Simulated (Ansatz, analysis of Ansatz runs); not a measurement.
## Migration barrier of interstitial H in fcc Cu, hop from an octahedral to the next tetrahedral site (PBE)

Subject: interstitial H in fcc Cu, hop from an octahedral to the next tetrahedral site. Wanted: its migration barrier, in one set-up (PBE, 32-site cell, PBE lattice, 420 eV, k: 4x4x4 Gamma-centred, zero-point energy of the moving atom added). The model is a cell of 32 host atoms with 1 H put in. The barrier is the energy of the highest image of a climbing band over the relaxed site that the atom leaves.

Measured beforehand: Migration barrier: 0.375 eV, by permeation and other diffusion measurements (T > 250 K); average of cited values (quoted in “Explainable Machine Learning for Hydrogen Diffusion in Metals and Random Binary Alloys”, 2023, G. M. Lu et al., quoting earlier work (1986)). The runs below try to reproduce this.

Method: plane-wave PAW DFT, PBE; relaxation of all atoms of a defect supercell, in Ansatz 0.2.0.

## (1) The structure

The cell holds 33 atoms: 32 Cu and 1 H. Its edges and angles: a = 7.262 Å, b = 7.262 Å, c = 7.262 Å, α = 90.0°, β = 90.0°, γ = 90.0°. It derives from Cu (space group Fm-3m). Nearest the centre at fractional (0.750, 0.500, 0.500): H33 at 0.00 Å, Cu13 at 1.82 Å, Cu31 at 1.82 Å, Cu32 at 1.82 Å, Cu27 at 1.82 Å, Cu24 at 1.82 Å, Cu29 at 1.82 Å, Cu10 at 3.14 Å.

The host's primitive cell comes from a first run (plane-wave PAW DFT, PBE; relaxation of the host's cell and atoms): vectors of 2.567, 2.567 and 2.567 Å. That is 11.97 Å³ an atom, 1.3 % over the diffraction cell's volume. The supercell is built on it.

## (2) Relaxation, charge 0

A barrier counts from a true minimum, so both ends of the jump are relaxed first.

Input file start/input.yaml:

```yaml
relax:
  f_tol: 0.02
  max_steps: 80
  escape_saddle: false
crystal:
  lattice:
    - [7.26165902, 0.0, 0.0]
    - [0.0, 7.26165902, 0.0]
    - [0.0, 0.0, 7.26165902]
  atoms:
    - { symbol: Cu, position: [0.0, 0.0, 0.0] }
    - { symbol: Cu, position: [0.0, 0.25, 0.25] }
    - { symbol: Cu, position: [0.25, 0.0, 0.25] }
    - { symbol: Cu, position: [0.25, 0.25, 0.0] }
    - { symbol: Cu, position: [0.0, 0.0, 0.5] }
    - { symbol: Cu, position: [0.0, 0.25, 0.75] }
    - { symbol: Cu, position: [0.25, 0.0, 0.75] }
    - { symbol: Cu, position: [0.25, 0.25, 0.5] }
    - { symbol: Cu, position: [0.0, 0.5, 0.0] }
    - { symbol: Cu, position: [0.0, 0.75, 0.25] }
    - { symbol: Cu, position: [0.25, 0.5, 0.25] }
    - { symbol: Cu, position: [0.25, 0.75, 0.0] }
    - { symbol: Cu, position: [0.0, 0.5, 0.5] }
    - { symbol: Cu, position: [0.0, 0.75, 0.75] }
    - { symbol: Cu, position: [0.25, 0.5, 0.75] }
    - { symbol: Cu, position: [0.25, 0.75, 0.5] }
    - { symbol: Cu, position: [0.5, 0.0, 0.0] }
    - { symbol: Cu, position: [0.5, 0.25, 0.25] }
    - { symbol: Cu, position: [0.75, 0.0, 0.25] }
    - { symbol: Cu, position: [0.75, 0.25, 0.0] }
    - { symbol: Cu, position: [0.5, 0.0, 0.5] }
    - { symbol: Cu, position: [0.5, 0.25, 0.75] }
    - { symbol: Cu, position: [0.75, 0.0, 0.75] }
    - { symbol: Cu, position: [0.75, 0.25, 0.5] }
    - { symbol: Cu, position: [0.5, 0.5, 0.0] }
    - { symbol: Cu, position: [0.5, 0.75, 0.25] }
    - { symbol: Cu, position: [0.75, 0.5, 0.25] }
    - { symbol: Cu, position: [0.75, 0.75, 0.0] }
    - { symbol: Cu, position: [0.5, 0.5, 0.5] }
    - { symbol: Cu, position: [0.5, 0.75, 0.75] }
    - { symbol: Cu, position: [0.75, 0.5, 0.75] }
    - { symbol: Cu, position: [0.75, 0.75, 0.5] }
    - { symbol: H, position: [0.75, 0.5, 0.5] }
basis:
  ecutwfc: 420
  xc_grid: 2
hamiltonian:
  xc: pbe
kpoints:
  mp_grid: { grid: [4, 4, 4] }
scf:
  occupations: { method: methfessel_paxton, width: 0.1 }
  max_iter: 120
output:
  forces: true
checkpoint:
  write: "../start.run"
  compress: false
  write_wavefunctions: true
  write_every: 100000
```

Command:

```console
$ ansatz run input.yaml --threads 4 --pin off --max-ram 14131MiB --backend cpu --events-out ev --progress --plain --runs-dir out
```

Numbers of over 12 decimals in the logs are rounded to 6 here.

What it wrote:

```text
[... repeated set-up lines and file paths are left out, and long positions are rounded to six places ...]
Engine: ansatz 0.2.0, aarch64-unknown-linux-gnu
Pseudopotentials: kind: paw
Pseudopotential: Cu, paw, valence charge 19, recommended cutoff 420 eV (normal), Cu.paw.azcp
Pseudopotential: H, paw, valence charge 1, recommended cutoff 420 eV (normal), H.paw.azcp
Functional definition: PBE
  parameter kappa = 0.804
  parameter beta = 0.066725
  exchange = pbe_x(kappa = kappa, mu = beta*pi^2/3)
  correlation = pbe_c(beta = beta)
Crystal: 33 atoms, lattice volume = 382.920 Å³
Basis set: ecut = 420 eV, 7497 PW (Γ), exchange–correlation on 100×100×100 points (8 copies of the dense FFT grid, shifted against one another)
Bands: 366, of which v1, the nominal top of the filled ones, is band 305 counted from 1 (304 counted from 0)
Symmetry: 48 space group operations
Space group: Pm-3m (ITA 221), of the structure as read, at distance tolerance 7.3e-5 Å
k-points: 10 of 64
Non-local potential: Cu, projectors of the file, l = 0: 3, l = 1: 2, l = 2: 3, l = 3: 1
Non-local potential: H, projectors of the file, l = 0: 2, l = 1: 1
PAW form: soft (Blöchl's): semilocal exchange-correlation on the pseudo side does not see the compensation charge
PAW one-centre angular grid: Cu, 590 points (default); XC on 64 Gauss nodes
PAW one-centre angular grid: H, 110 points (default); XC on 64 Gauss nodes
Initial density: superposition of atomic densities (neutral atoms: chi_scale 0, normalization atom), corrected by the library's trained network
Initial wavefunctions: pseudopotential atomic-orbital guess
Functional: x = pbe(κ = 0.804, μ = 0.219515), c = pbe(β = 0.066725)
SCF iter   1: F=—  HF=-212020.933477 eV  |F-HF|=—  |Δ(HF+E_count)|=         —  Δρ=2.05e-3  dr2=9.84e-3  ethr=1.77e-3  ⟨swp⟩=4.9  Hψ=11605  notcnv=0  defer=194
preconditioner: auto → Kerker (q_TF=auto, 2.948 Å⁻¹)  [metal: Δε(μ)=0.055 eV  Ē_g=10.061 eV  σ=0.100 eV  W_gap=0.44  n_scr=170 (ndim 8)  ℏωp=35.7 eV  f_vac=0.000  D(μ)=10.95/eV (n_scr^D=80)]
SCF iter   2: F=—  HF=-212020.933796 eV  |F-HF|=—  |Δ(HF+E_count)|=   3.19e-4  S|Δr|=    0.00e0  Δρ=8.27e-4  dr2=1.95e-3  ethr=1.62e-6  ⟨swp⟩=2.8  Hψ=7408  notcnv=0  defer=262
SCF iter   3: F=—  HF=-212020.933889 eV  |F-HF|=—  |Δ(HF+E_count)|=   9.23e-5  S|Δr|=    0.00e0  Δρ=4.50e-4  dr2=6.56e-4  ethr=3.21e-7  ⟨swp⟩=2.3  Hψ=5044  notcnv=0  defer=262
SCF iter   4: F=—  HF=-212020.933815 eV  |F-HF|=—  |Δ(HF+E_count)|=   7.32e-5  S|Δr|=    0.00e0  Δρ=1.09e-4  dr2=5.96e-5  ethr=1.08e-7  ⟨swp⟩=2.1  Hψ=5034  notcnv=0  defer=262
SCF iter   5: F=—  HF=-212020.933822 eV  |F-HF|=—  |Δ(HF+E_count)|=   6.09e-6  S|Δr|=    0.00e0  Δρ=4.76e-5  dr2=1.16e-5  ethr=9.78e-9  ⟨swp⟩=2.2  Hψ=5289  notcnv=0  defer=262
SCF iter   6: F=-212020.933813 eV  HF=-212020.933820 eV  |F-HF|=7.13e-6  |Δ(HF+E_count)|=   1.29e-6  S|Δr|=    0.00e0  Δρ=3.17e-5  dr2=5.41e-6  ethr=1.64e-9  ⟨swp⟩=4.4  Hψ=12183  notcnv=0
SCF 1 converged in 6 iterations: F = -212020.933813 eV  dr2 = 5.41e-6
  greatest PAW one-centre occupation: 1.000 electrons in one spin orbital (limit 2), on the Cu atom at site 31 (counted from 0), in its partial waves of l = 0
relax step   1: F+E_penalty+E_count = -212020.93381311 eV  Δ(F+E_penalty+E_count) = +0.000e0 eV  max|allowed force component| = 4.779e-1 eV/Å  Δτ_max = 0.0000 Å  (6 SCF iters, dr2 threshold 1.00e-5 eV, accepted)
[... the SCF cycles and remarks between the steps are left out from here to the last step ...]
relax step   2: F+E_penalty+E_count = -212020.97198459 eV  Δ(F+E_penalty+E_count) = -3.817e-2 eV  max|allowed force component| = 2.855e-1 eV/Å  Δτ_max = 0.0149 Å  (5 SCF iters, dr2 threshold 1.43e-5 eV, accepted)
relax step   3: F+E_penalty+E_count = -212020.99449585 eV  Δ(F+E_penalty+E_count) = -2.251e-2 eV  max|allowed force component| = 1.489e-2 eV/Å  Δτ_max = 0.0229 Å  (6 SCF iters, dr2 threshold 5.09e-6 eV, accepted)
iter 1 solved again at ethr=1.51e-10 eV; its pass at ethr=3.10e-3 eV (dr2=9.19e-7 eV) is discarded
SCF iter   1: F=—  HF=-212020.994509 eV  |F-HF|=—  |Δ(HF+E_count)|=         —  Δρ=9.27e-6  dr2=9.20e-7  ethr=1.51e-10  ⟨swp⟩=1.0  Hψ=10105  notcnv=0  defer=488
SCF iter   2: F=—  HF=-212020.994497 eV  |F-HF|=—  |Δ(HF+E_count)|=   1.19e-5  S|Δr|=    0.00e0  Δρ=5.58e-6  dr2=5.49e-7  ethr=1.51e-10  ⟨swp⟩=1.1  Hψ=3149  notcnv=0  defer=488
SCF iter   3: F=—  HF=-212020.994497 eV  |F-HF|=—  |Δ(HF+E_count)|=   5.67e-8  S|Δr|=    0.00e0  Δρ=3.96e-6  dr2=1.73e-7  ethr=9.02e-11  ⟨swp⟩=2.0  Hψ=4814  notcnv=0  defer=488
SCF iter   4: F=-212020.994496 eV  HF=-212020.994497 eV  |F-HF|=3.24e-8  |Δ(HF+E_count)|=   2.59e-8  S|Δr|=    0.00e0  Δρ=1.53e-6  dr2=3.39e-8  ethr=1.64e-11  ⟨swp⟩=3.5  Hψ=10016  notcnv=0
SCF 4 converged in 4 iterations: F = -212020.994496 eV  dr2 = 3.39e-8
relax step   4: F+E_penalty+E_count = -212020.99449650 eV  Δ(F+E_penalty+E_count) = -6.495e-7 eV  max|allowed force component| = 1.488e-2 eV/Å  Δτ_max = 0.0000 Å  (4 SCF iters, accepted)
NSCF: frozen V_eff on 10 k-points
the band table was solved once a step of the walk had ended and its energy, with any forces and stress, was formed, with the checks that follow a solve (11344 applications of the Hamiltonian). They found nothing against the state; [...]
SCF converged after 4 iterations
Stability not checked: this state was not tested for a lower state beside it, because cold or Methfessel-Paxton smearing, or corrected tetrahedra, fill the levels in a way that the test cannot read (fill_not_monotonic; see scf.lower_state_search)
Free energy (F): -212020.994496 eV
Harris-Foulkes:  -212020.994497 eV  (|F-HF|=3.24e-8)
Internal energy: -212020.993734 eV  (E = F + TS)
E sigma→0 (E₀):  -212020.994306 eV
Entropy (-TS):   -0.000763 eV (-0.023 meV/atom)
Fermi energy:    16.559011 eV
--- Per-component energies (eV) ---
  E_band       = -11605.450770
  E_kinetic    = 9610.358719
  E_local      = -130307.014872  (includes V_loc(G=0)·N_el)
  E_nonlocal   = 12483.109678
  E_hartree    = 57393.856642
  E_xc         = -2873.985790
  E_vxc        = -3708.876294  (∫ρ·V_xc dr)
  E_paw        = -53218.711486  (= ΣΔE_a)
  E_vpaw       = -14470.740421  (= ΣTr[D̂ρ^β])
  E_aug_tail   = 0.006525  (compensation charges beyond the density's cutoff)
  E_ewald      = -105108.613151
  E_smearing   = -0.000763  (= −TS)
  E_closure    = -0.000000  (closes the sum)
  Σ components = -212020.994496   (vs F -212020.994496, Δ=0.00e0)
--- Forces (eV/Å), atoms counted from 1 ---
  atom   1  Cu     0.00162457     0.00000000    -0.00000000
  atom   2  Cu    -0.00107901     0.00107901     0.00107901
  atom   3  Cu     0.00000000     0.00000000    -0.00162457
  atom   4  Cu     0.00000000    -0.00162457     0.00000000
  atom   5  Cu     0.00243795     0.00000000     0.00000000
  atom   6  Cu    -0.00107901     0.00107901    -0.00107901
  atom   7  Cu     0.00000000     0.00000000     0.00162457
  atom   8  Cu     0.00000000    -0.00243795     0.00000000
  atom   9  Cu     0.00243795    -0.00000000     0.00000000
  atom  10  Cu    -0.00107901    -0.00107901     0.00107901
  atom  11  Cu    -0.00000000     0.00000000    -0.00243795
  atom  12  Cu     0.00000000     0.00162457     0.00000000
  atom  13  Cu     0.01488244    -0.00000000     0.00000000
  atom  14  Cu    -0.00107901    -0.00107901    -0.00107901
  atom  15  Cu     0.00000000     0.00000000     0.00243795
  atom  16  Cu    -0.00000000     0.00243795     0.00000000
  atom  17  Cu    -0.00162457    -0.00000000     0.00000000
  atom  18  Cu     0.00107901     0.00107901     0.00107901
  atom  19  Cu    -0.00000000     0.00000000    -0.00243795
  atom  20  Cu    -0.00000000    -0.00243795     0.00000000
  atom  21  Cu    -0.00243795    -0.00000000     0.00000000
  atom  22  Cu     0.00107901     0.00107901    -0.00107901
  atom  23  Cu    -0.00000000     0.00000000     0.00243795
  atom  24  Cu    -0.00000000    -0.01488244     0.00000000
  atom  25  Cu    -0.00243795     0.00000000    -0.00000000
  atom  26  Cu     0.00107901    -0.00107901     0.00107901
  atom  27  Cu     0.00000000    -0.00000000    -0.01488244
  atom  28  Cu     0.00000000     0.00243795     0.00000000
  atom  29  Cu    -0.01488244     0.00000000     0.00000000
  atom  30  Cu     0.00107901    -0.00107901    -0.00107901
  atom  31  Cu     0.00000000     0.00000000     0.01488244
  atom  32  Cu     0.00000000     0.01488244     0.00000000
  atom  33  H      0.00000000     0.00000000     0.00000000
  max |Σ_I F_I| component: 1.56e-17 eV/Å
--- Band table (eV; the first three rows and the last of 10) ---
  k-point 0: bands = ["-96.1207", "-96.1174", "-96.1174", "-96.1174", [... 358 left out ...] "27.2177", "27.3097", "27.3097", "27.3097"]
  k-point 1: bands = ["-96.1207", "-96.1174", "-96.1173", "-96.1173", [... 358 left out ...] "28.3163", "28.3163", "28.5504", "28.6481"]
  [... further k-points left out ...]
--- Relaxed structure (4 steps of the walk, 4 accepted, 0 SCFs on fresh bases) ---
  F+E_penalty+E_count = -212020.99449650 eV   max|allowed force component| = 1.488e-2 eV/Å
  atoms:
    - { symbol: Cu, position: [0.000258, 0, 0] }
    - { symbol: Cu, position: [0.001143, 0.248857, 0.248857] }
    - { symbol: Cu, position: [0.25, 0, 0.249742] }
    - { symbol: Cu, position: [0.25, 0.249742, 0] }
    - { symbol: Cu, position: [0.000889, 0, 0.5] }
    - { symbol: Cu, position: [0.001143, 0.248857, 0.751143] }
    - { symbol: Cu, position: [0.25, 0, 0.750258] }
    - { symbol: Cu, position: [0.25, 0.249111, 0.5] }
    - { symbol: Cu, position: [0.000889, 0.5, 0] }
    - { symbol: Cu, position: [0.001143, 0.751143, 0.248857] }
    - { symbol: Cu, position: [0.25, 0.5, 0.249111] }
    - { symbol: Cu, position: [0.25, 0.750258, 0] }
    - { symbol: Cu, position: [0.005215, 0.5, 0.5] }
    - { symbol: Cu, position: [0.001143, 0.751143, 0.751143] }
    - { symbol: Cu, position: [0.25, 0.5, 0.750889] }
    - { symbol: Cu, position: [0.25, 0.750889, 0.5] }
    - { symbol: Cu, position: [0.499742, 0, 0] }
    - { symbol: Cu, position: [0.498857, 0.248857, 0.248857] }
    - { symbol: Cu, position: [0.75, 0, 0.249111] }
    - { symbol: Cu, position: [0.75, 0.249111, 0] }
    - { symbol: Cu, position: [0.499111, 0, 0.5] }
    - { symbol: Cu, position: [0.498857, 0.248857, 0.751143] }
    - { symbol: Cu, position: [0.75, 0, 0.750889] }
    - { symbol: Cu, position: [0.75, 0.244785, 0.5] }
    - { symbol: Cu, position: [0.499111, 0.5, 0] }
    - { symbol: Cu, position: [0.498857, 0.751143, 0.248857] }
    - { symbol: Cu, position: [0.75, 0.5, 0.244785] }
    - { symbol: Cu, position: [0.75, 0.750889, 0] }
    - { symbol: Cu, position: [0.494785, 0.5, 0.5] }
    - { symbol: Cu, position: [0.498857, 0.751143, 0.751143] }
    - { symbol: Cu, position: [0.75, 0.5, 0.755215] }
    - { symbol: Cu, position: [0.75, 0.755215, 0.5] }
    - { symbol: H, position: [0.75, 0.5, 0.5] }
```

Wall time 2.1 min (4 threads of Arm Neoverse V1, shared host); peak memory 3.4 GiB.

The steps of the relaxation:

```
step  energy less that of the first step (eV)  largest force component (eV/Å)
   1                                   0.0000                          0.4779
   2                                  -0.0382                          0.2855
   3                                  -0.0607                          0.0149
   4                                  -0.0607                          0.0149
```

Forces are held to the 48 operations that the run works with; a distortion that breaks them can't arise in this run.

The atoms that moved most (Å):

```
atom      dx      dy      dz  length
Cu29  -0.038   0.000   0.000   0.038
Cu13   0.038   0.000   0.000   0.038
Cu24   0.000  -0.038   0.000   0.038
Cu27   0.000   0.000  -0.038   0.038
Cu31   0.000   0.000   0.038   0.038
Cu32   0.000   0.038   0.000   0.038
Cu10   0.008   0.008  -0.008   0.014
 Cu6   0.008  -0.008   0.008   0.014
```

Neighbours of H33 at the end:

```
atom  distance (Å)
Cu13         1.853
Cu31         1.853
Cu32         1.853
Cu27         1.853
Cu24         1.853
Cu29         1.853
Cu18         3.159
Cu26         3.159
Cu30         3.159
Cu22         3.159
Cu10         3.159
Cu14         3.159
 Cu6         3.159
 Cu2         3.159
```

This step gave:

```yaml
free_energy: -212020.9945 eV
smearing_term_ts: 7.63e-4 eV
```

The series, run alike:

| run | outcome | energy less the first (eV) | moment (μB) | time |
| --- | --- | --- | --- | --- |
| relaxation, charge 0 | converged | 0.0000 | 0.00 | 2.1 min |
| relaxation, charge 0 | converged | 0.1686 | 0.00 | 4 min |

The relaxation ends 1.8 meV an atom lower, with a largest force component of 0.015 eV/Å.

(Part 1 of 3 ends here.)

[Logs are printed without paths, hosts, clocks, repeated set-up lines and the standing remarks that a program may print on its own settings, such as how far it seeks lower states.]

[Hosts, paths, dates, database ids (printed as entryN), source tags and the programs' standing remarks are cut or masked in the printed files.]

[For some hosts the program warned that the k-mesh of the response run may be too coarse for force constants and the static dielectric constant; such warnings are not shown here.]
